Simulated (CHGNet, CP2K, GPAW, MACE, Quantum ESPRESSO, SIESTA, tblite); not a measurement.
**CP2K runs on random packing of Si57C22H21 (at. %) (99 atoms)**

Wanted: CP2K inputs and outputs for random packing of Si57C22H21 (at. %) (99 atoms), checked against a plane-wave reference.

Program: CP2K 2026.2. Level of theory: the method is named at each step. Results are calculated unless marked as measured.

### Step 1. The starting structure

The cell holds 99 atoms: 56 Si, 22 C and 21 H. Its edges and angles: a = 11.200 Å, b = 11.200 Å, c = 11.200 Å, α = 90.0°, β = 90.0°, γ = 90.0°. 99 atoms (56 Si, 22 C, 21 H) packed at random in a cube at 2.2 g/cm³ and pushed apart as soft spheres; a start for melting by ab initio MD, not an equilibrated structure. Then every atom was moved at random, 0.05 Å r.m.s. a Cartesian component (hydrogen 0.6 of that).

The yardstick, on the same geometry:

```
method                 : Kohn-Sham DFT, PBE, SSSP efficiency 1.3.0 pseudopotentials, plane waves (Quantum ESPRESSO 7.5); sssp-pbe-1.3.0-efficiency, cutoffs 60/480 Ry, Γ point
r.m.s. force component : 1.77 eV/Å
longest force          : 7.461 eV/Å
pressure               : -2.478 GPa
time                   : 8 min on 2 MPI ranks of Arm Neoverse V1, shared host
CPU time               : 16 min
```

### Step 2. PBE, DZVP-MOLOPT-SR, 450/50 Ry, diagonalisation

Method: Kohn-Sham DFT, PBE, GTH-PBE pseudopotentials, Gaussian and plane waves, DZVP-MOLOPT-SR-GTH, diagonalisation.

input.inp reads:

```
&GLOBAL
  PROJECT cell
  RUN_TYPE ENERGY_FORCE
  PRINT_LEVEL LOW
&END GLOBAL
&FORCE_EVAL
  METHOD QS
  STRESS_TENSOR ANALYTICAL
  &DFT
    BASIS_SET_FILE_NAME BASIS_MOLOPT
    POTENTIAL_FILE_NAME GTH_POTENTIALS
    &MGRID
      CUTOFF 450
      REL_CUTOFF 50
    &END MGRID
    &QS
      EPS_DEFAULT 1.0E-12
    &END QS
    &SCF
      SCF_GUESS ATOMIC
      EPS_SCF 5.0E-06
      MAX_SCF 200
      ADDED_MOS 41
      &DIAGONALIZATION
        ALGORITHM STANDARD
      &END DIAGONALIZATION
      &SMEAR ON
        METHOD FERMI_DIRAC
        ELECTRONIC_TEMPERATURE [K] 580
      &END SMEAR
      &MIXING
        METHOD BROYDEN_MIXING
        ALPHA 0.15
        NBROYDEN 12
      &END MIXING
      &PRINT
        &RESTART OFF
        &END RESTART
      &END PRINT
    &END SCF
    &XC
      &XC_FUNCTIONAL PBE
      &END XC_FUNCTIONAL
    &END XC
    &PRINT
      &MULLIKEN ON
      &END MULLIKEN
      &HIRSHFELD ON
        SHAPE_FUNCTION DENSITY
      &END HIRSHFELD
      &MO ON
        EIGENVALUES T
        OCCUPATION_NUMBERS T
        MO_INDEX_RANGE 156 179
        &EACH
          QS_SCF 0
        &END EACH
        ADD_LAST NUMERIC
      &END MO
    &END PRINT
  &END DFT
  &SUBSYS
    &CELL
      A 11.20040 0.00000 0.00000
      B 0.00000 11.20040 0.00000
      C 0.00000 0.00000 11.20040
    &END CELL
    &COORD
      Si 7.22280 4.56383 3.60698
      Si 3.20399 10.87492 5.78075
      Si 10.97426 1.57567 3.77554
      Si 5.00803 7.80455 4.00448
      Si 7.36998 1.29622 10.21510
      Si 10.52468 9.80181 6.29978
      Si 3.25920 7.11528 7.05233
      Si 5.14446 6.93193 7.80634
      Si 4.50939 0.91765 0.12152
      Si 10.91087 7.79380 10.45076
      Si 1.39624 2.26158 2.48022
      Si 1.44015 3.69143 8.01422
      Si 2.00834 5.31381 6.55951
      Si 6.05606 2.35936 0.40456
      Si 4.96245 10.74443 9.16350
      Si 10.31008 1.89892 0.34486
      Si 4.61064 5.36062 6.23896
      Si 9.91336 4.50491 6.42175
      Si 9.08196 5.91359 0.19567
      Si 5.23249 5.15263 4.26847
      Si 0.15636 7.25887 1.68152
      Si 8.67348 7.74754 8.52093
      Si 7.19603 9.00456 2.91054
      Si 10.32341 5.61790 2.06983
      Si 2.25162 8.07179 4.81102
      Si 5.33889 0.75995 7.37199
      Si 1.36510 6.41223 3.24173
      Si 4.02934 1.67916 5.95055
      Si 8.81516 10.61462 1.81614
      Si 4.52328 5.69809 2.32072
      Si 7.71472 3.48209 5.37966
      Si 3.43203 6.76314 10.01349
      Si 9.40621 1.57018 9.55170
      Si 8.85224 6.30695 6.93014
      Si 2.27133 3.28810 10.14969
      Si 0.70686 3.36863 4.68434
      Si 2.71621 9.84426 9.35693
      Si 4.32604 3.58446 9.92859
      Si 10.17512 8.87789 1.02316
      Si 8.35964 8.71940 5.53009
      Si 2.88623 3.58200 3.96035
      Si 1.02808 10.73200 1.90104
      Si 2.95489 10.70758 0.57536
      Si 6.73446 8.67594 9.23731
      Si 9.21681 9.96858 8.41844
      Si 2.59009 1.13225 10.22574
      Si 7.03027 7.02523 6.36060
      Si 3.41523 10.02279 3.19682
      Si 3.42172 2.89687 8.10170
      Si 10.86954 0.34049 8.58175
      Si 10.67219 3.82538 11.07316
      Si 3.61123 8.56752 0.59295
      Si 7.31834 1.66360 6.97460
      Si 3.94702 4.62935 0.54154
      Si 0.06810 9.77493 10.03645
      Si 5.41663 6.44639 0.01859
[... 39 atom lines left out ...]
      H 9.72564 8.75322 2.95691
      H 8.45653 7.09086 3.19514
      H 8.10853 3.13544 0.74035
      H 11.12345 7.92496 5.47151
    &END COORD
    &KIND Si
      BASIS_SET DZVP-MOLOPT-SR-GTH-q4
      POTENTIAL GTH-PBE-q4
    &END KIND
    &KIND C
      BASIS_SET DZVP-MOLOPT-SR-GTH-q4
      POTENTIAL GTH-PBE-q4
    &END KIND
    &KIND H
      BASIS_SET DZVP-MOLOPT-SR-GTH-q1
      POTENTIAL GTH-PBE-q1
    &END KIND
  &END SUBSYS
  &PRINT
    &FORCES ON
    &END FORCES
    &STRESS_TENSOR ON
    &END STRESS_TENSOR
  &END PRINT
&END FORCE_EVAL
```

Started as:

```
$ OMP_NUM_THREADS=2 cp2k.psmp -i input.inp > output.txt
```

Numbers of over 12 decimals in the logs are rounded to 6 here.

Log:

```text
CP2K| version string:                                       CP2K version 2026.2
 CP2K| Input file name                                                 input.inp
 GLOBAL| Basis set file name                                        BASIS_MOLOPT
 GLOBAL| Potential file name                                      GTH_POTENTIALS
 GLOBAL| Run type                                                   ENERGY_FORCE
 GLOBAL| Total number of message passing processes                             1
 GLOBAL| Number of threads for this process                                    2
 TOTAL NUMBERS AND MAXIMUM NUMBERS
  Total number of            - Atomic kinds:                                   3
                             - Atoms:                                         99
                             - Shell sets:                                    99
                             - Shells:                                       453
                             - Primitive Cartesian functions:                439
                             - Cartesian basis functions:                   1197
                             - Spherical basis functions:                   1119
  Maximum angular momentum of- Orbital basis functions:                        2
                             - Local part of the GTH pseudopotential:          2
                             - Non-local part of the GTH pseudopotential:      2
 SCF PARAMETERS         Density guess:                                    ATOMIC
                        max_scf:                                             200
                        eps_scf:                                        5.00E-06
                        added MOs                                        41    0
                        Mixing method:                            BROYDEN_MIXING
                                                charge density mixing in g-space
                        Smear method:                                FERMI_DIRAC
                        Electronic temperature [K]:                        580.0
                        Electronic temperature [a.u.]:                  1.84E-03
                        Accuracy threshold:                             1.00E-10
 Extrapolation method: initial_guess
 Number of electrons:                                                        333
 Number of occupied orbitals:                                                167
 Number of molecular orbitals:                                               208
 Number of orbital functions:                                               1119
 Number of independent orbital functions:                                   1119
 SCF WAVEFUNCTION OPTIMIZATION
  Step     Update method      Time    Convergence         Total energy    Change
     1 NoMix/Diag. 0.15E+00    6.0     1.02538769      -353.6112031735 -3.54E+02
     2 Broy./Diag. 0.15E+00    7.9     0.27126797      -360.7199403243 -7.11E+00
     3 Broy./Diag. 0.15E+00    8.0     0.11761926      -359.5292009972  1.19E+00
     4 Broy./Diag. 0.15E+00    7.9     0.08983403      -357.1905876611  2.34E+00
[...]
18 Broy./Diag. 0.15E+00    8.6     0.00000524      -351.7401748776 -4.60E-05
    19 Broy./Diag. 0.15E+00    8.9     0.00000272      -351.7401796305 -4.75E-06
  *** SCF run converged in    19 steps ***
  Electronic density on regular grids:       -332.9999999999        0.0000000001
  Core density on regular grids:              332.9999999995       -0.0000000005
  Total charge density on r-space grids:       -0.0000000005
  Total charge density g-space grids:          -0.0000000005
  Overlap energy of the core charge distribution:               4.81169e-08
  Self energy of the core charge distribution:               -897.437704
  Core Hamiltonian energy:                                    212.459529
  Hartree energy:                                             441.697283
  Exchange-correlation energy:                               -108.443519
  Electronic entropic energy:                                  -0.015769
  Fermi energy:                                                 0.183835
  Total energy:                                              -351.740180
  Total energy (extrapolated to T->0):                       -351.732295
 MO| EIGENVALUES AND OCCUPATION NUMBERS
 MO|
 MO|  Index      Eigenvalue [a.u.]        Eigenvalue [eV]             Occupation
 MO|    156               0.162488               4.421531               1.999982
 MO|    157               0.165222               4.495924               1.999921
 MO|    158               0.167842               4.567204               1.999669
[...]
MO|    178               0.206354               5.615184               0.000009
 MO|    179               0.207225               5.638891               0.000006
 MO| Sum:                                                             333.000000
 MO| E(Fermi):            0.183835 a.u.          5.002408 eV
 !-----------------------------------------------------------------------------!
                     Mulliken Population Analysis
 #  Atom  Element  Kind  Atomic population                           Net charge
       1     Si       1          4.069555                             -0.069555
       2     Si       1          4.030275                             -0.030275
       3     Si       1          4.103858                             -0.103858
[...]
98     H        3          0.829271                              0.170729
      99     H        3          0.877698                              0.122302
 # Total charge                            333.000000                  0.000000
 !-----------------------------------------------------------------------------!
 !-----------------------------------------------------------------------------!
                           Hirshfeld Charges
  #Atom  Element  Kind  Ref Charge     Population                    Net charge
      1       Si     1       4.000          3.926                         0.074
      2       Si     1       4.000          3.922                         0.078
      3       Si     1       4.000          3.931                         0.069
[...]
98       H      3       1.000          1.015                        -0.015
     99       H      3       1.000          1.044                        -0.044
  Total Charge                                                           -0.000
 !-----------------------------------------------------------------------------!
 ENERGY| Total FORCE_EVAL ( QS ) energy [hartree]           -351.740176
 FORCES| Atomic forces [hartree/bohr]
 FORCES|   Atom     x               y               z               |f|
 FORCES|      1  1.52809405E-02  3.85608222E-02 -7.15466586E-02   8.27004747E-02
 FORCES|      2 -3.84368850E-02 -7.67636471E-02  6.39041002E-03   8.60865203E-02
 FORCES|      3 -8.15321282E-02 -4.47602512E-02  3.04028705E-02   9.78534749E-02
[...]
FORCES|     98 -8.19459780E-03 -1.09458073E-02 -4.30732988E-03   1.43358020E-02
 FORCES|     99  3.26785493E-03  1.75603401E-02  2.55456686E-03   1.80435648E-02
 FORCES| Sum     1.68696076E-06 -1.78123425E-05 -4.48584058E-06
 FORCES| Total atomic force                                       1.84458165E-05
 STRESS| Analytical stress tensor [bar]
 STRESS|                        x                   y                   z
 STRESS|      x       -5.19625416166E+04   9.21968203702E+03   7.18870174797E+03
 STRESS|      y        9.21968203702E+03  -3.51212184617E+04  -4.65354153679E+03
 STRESS|      z        7.18870174797E+03  -4.65354153679E+03  -2.70290414864E+04
 STRESS| 1/3 Trace                                            -3.80376005215E+04
```

Wall time 3 min (2 threads of Arm Neoverse V1, shared host); peak memory 2.6 GiB; 5.6 min of CPU time.

Banners, paths, timers and routine set-up lines are dropped from the logs unmarked, and long logs keep their key lines alone; longer cuts are marked.

Compared with the plane-wave run:

| Property | Result |
| --- | --- |
| r.m.s. force component | 1.786 eV/Å |
| r.m.s. difference of force components | 88.48 meV/Å |
| longest difference of force vectors | 316.6 meV/Å |
| force difference over r.m.s. force | 4.999 % |
| slope of forces against the reference's | 1.008 |
| correlation of force components | 0.9988 |
| pressure | -3.804 GPa |
| pressure difference | -1.326 GPa |

Length of the force difference by element (eV/Å):

```
element  atoms  mean  most
      C     22  0.15  0.24
      H     21  0.12  0.25
     Si     56  0.14  0.32
```

Local excerpt of 9 atoms (numbers count through the whole input) about Si39, picked at random; x, y, z are measured from there.

```
atom      x      y      z  distance (Å)  bonds  Hirshfeld charge (e)     Fx     Fy  Fz (eV/Å)
Si39   0.00   0.00   0.00          0.00      3                  0.01  -2.95   4.37       1.81
 H96  -0.45  -0.12   1.93          1.99      0                 -0.01  -0.12   0.22      -1.07
Si21   1.18  -1.62   0.66          2.11      4                 -0.02   4.90   3.83      -2.60
Si10   0.74  -1.08  -1.77          2.20      3                  0.05   0.97  -6.48      -3.14
 H94  -0.66   1.67  -1.32          2.23      0                 -0.04   0.95  -0.53      -0.01
 H95  -2.25  -0.25  -0.53          2.32      0                 -0.03   0.82   0.14       0.34
Si29  -1.36   1.74   0.79          2.34      2                  0.07  -1.36   1.10       1.47
Si55   1.09   0.90  -2.19          2.60      2                  0.02   0.47   3.90       0.04
Si42   2.05   1.85   0.88          2.90      1                  0.10  -0.96   0.13       1.16
```

Forces lie 5.0 % from the reference's, at 0.35 times its CPU time.

### Step 3. PBE, TZV2P-UZH, 450/50 Ry, diagonalisation

Method: Kohn-Sham DFT, PBE, GTH-PBE pseudopotentials, Gaussian and plane waves, TZV2P-MOLOPT (UZH set), diagonalisation.

input.inp: that of step 2 with these lines changed.

```diff
@@ -9,4 +9,4 @@
   &DFT
-    BASIS_SET_FILE_NAME BASIS_MOLOPT
-    POTENTIAL_FILE_NAME GTH_POTENTIALS
+    BASIS_SET_FILE_NAME BASIS_MOLOPT_UZH
+    POTENTIAL_FILE_NAME POTENTIAL_UZH
     &MGRID
@@ -67,7 +67,8 @@
     &END CELL
-    &COORD
-[... 99 atom lines left out: the same atoms as in the first run ...]
-    &END COORD
+    &TOPOLOGY
+      COORD_FILE_NAME structure.xyz
+      COORD_FILE_FORMAT XYZ
+    &END TOPOLOGY
     &KIND Si
-      BASIS_SET DZVP-MOLOPT-SR-GTH-q4
+      BASIS_SET TZV2P-MOLOPT-PBE-GTH-q4
       POTENTIAL GTH-PBE-q4
@@ -75,3 +76,3 @@
     &KIND C
-      BASIS_SET DZVP-MOLOPT-SR-GTH-q4
+      BASIS_SET TZV2P-MOLOPT-PBE-GTH-q4
       POTENTIAL GTH-PBE-q4
@@ -79,3 +80,3 @@
     &KIND H
-      BASIS_SET DZVP-MOLOPT-SR-GTH-q1
+      BASIS_SET TZV2P-MOLOPT-PBE-GTH-q1
       POTENTIAL GTH-PBE-q1
```

structure.xyz reads:

```xyz
99

Si 7.22280 4.56383 3.60698
Si 3.20399 10.87492 5.78075
Si 10.97426 1.57567 3.77554
Si 5.00803 7.80455 4.00448
Si 7.36998 1.29622 10.21510
Si 10.52468 9.80181 6.29978
Si 3.25920 7.11528 7.05233
Si 5.14446 6.93193 7.80634
Si 4.50939 0.91765 0.12152
Si 10.91087 7.79380 10.45076
Si 1.39624 2.26158 2.48022
Si 1.44015 3.69143 8.01422
Si 2.00834 5.31381 6.55951
Si 6.05606 2.35936 0.40456
Si 4.96245 10.74443 9.16350
Si 10.31008 1.89892 0.34486
Si 4.61064 5.36062 6.23896
Si 9.91336 4.50491 6.42175
Si 9.08196 5.91359 0.19567
Si 5.23249 5.15263 4.26847
[... 75 atom lines left out ...]
H 9.72564 8.75322 2.95691
H 8.45653 7.09086 3.19514
H 8.10853 3.13544 0.74035
H 11.12345 7.92496 5.47151
```

Started as:

```
$ OMP_NUM_THREADS=1 mpirun -np 4 cp2k.psmp -i input.inp > output.txt
```

Log:

```text
CP2K| version string:                                       CP2K version 2026.2
 CP2K| Input file name                                                 input.inp
 GLOBAL| Basis set file name                                    BASIS_MOLOPT_UZH
 GLOBAL| Potential file name                                       POTENTIAL_UZH
 GLOBAL| Run type                                                   ENERGY_FORCE
 GLOBAL| Total number of message passing processes                             4
 GLOBAL| Number of threads for this process                                    1
 TOTAL NUMBERS AND MAXIMUM NUMBERS
  Total number of            - Atomic kinds:                                   3
                             - Atoms:                                         99
[... lines left out ...]
                        Smear method:                                FERMI_DIRAC
[... lines left out ...]
 Number of electrons:                                                        333
[... lines left out ...]
  Step     Update method      Time    Convergence         Total energy    Change
[... lines left out ...]
  *** SCF run converged in    20 steps ***
[... lines left out ...]
  Fermi energy:                                                 0.179788
  Total energy:                                              -352.167833
  Total energy (extrapolated to T->0):                       -352.159898
[... lines left out ...]
 MO| E(Fermi):            0.179788 a.u.          4.892287 eV
[... lines left out ...]
 !-----------------------------------------------------------------------------!
 !-----------------------------------------------------------------------------!
                           Hirshfeld Charges
  #Atom  Element  Kind  Ref Charge     Population                    Net charge
      1       Si     1       4.000          3.913                         0.087
      2       Si     1       4.000          3.926                         0.074
      3       Si     1       4.000          3.929                         0.071
[...]
98       H      3       1.000          1.035                        -0.035
     99       H      3       1.000          1.058                        -0.058
  Total Charge                                                           -0.000
 !-----------------------------------------------------------------------------!
 ENERGY| Total FORCE_EVAL ( QS ) energy [hartree]           -352.167840
 FORCES| Atomic forces [hartree/bohr]
 FORCES|   Atom     x               y               z               |f|
 FORCES|      1  1.41017320E-02  3.52619920E-02 -7.18027900E-02   8.12275050E-02
 FORCES|      2 -3.62837479E-02 -7.44518959E-02  4.43585742E-03   8.29413768E-02
 FORCES|      3 -7.99778189E-02 -4.67653599E-02  2.90389351E-02   9.70912466E-02
[...]
FORCES|     98 -6.57223516E-03 -9.40116319E-03 -3.28192776E-03   1.19309343E-02
 FORCES|     99  3.26836844E-03  1.47070125E-02  1.71205188E-03   1.51627692E-02
 FORCES| Sum    -2.32513273E-06 -1.15627826E-05  2.34383574E-06
 FORCES| Total atomic force                                       1.20248804E-05
 STRESS| Analytical stress tensor [bar]
 STRESS|                        x                   y                   z
 STRESS|      x       -4.19297119986E+04   8.99071710135E+03   6.53560724319E+03
 STRESS|      y        8.99071710135E+03  -2.74300205552E+04  -4.57018652613E+03
 STRESS|      z        6.53560724319E+03  -4.57018652613E+03  -2.07123584272E+04
 STRESS| 1/3 Trace                                            -3.00240303270E+04
```

It took 7.2 min on 4 MPI ranks; peak memory 4.8 GiB; 29 min of CPU time.

Against the reference:

```yaml
r_m_s_force_component: 1.734 eV/Å
r_m_s_difference_of_force_components: 41.67 meV/Å
longest_difference_of_force_vectors: 189.3 meV/Å
force_difference_over_r_m_s_force: 2.354 %
slope_of_forces_against_the_reference_s: 0.9796
correlation_of_force_components: 0.9999
pressure: -3.002 GPa
pressure_difference: -0.5244 GPa
```

Against the first run (5.0 %), the force difference from the reference is 2.4 %, at 5.2 times the CPU time (on 4 against 2 cores), with 2556 basis functions against 1119; this set comes with other potentials too, so the change isn't the basis's alone.

(Part 1 of 2 ends here.)

[Also dropped from logs without a mark: logging warnings of Python, and SIESTA's first energy breakdown and zero terms.]

[Logs are printed without paths, hosts, clocks, repeated set-up lines and the standing remarks that a program may print on its own settings, such as how far it seeks lower states.]

[Hosts, paths, dates, database ids (printed as entryN), source tags and the programs' standing remarks are cut or masked in the printed files.]
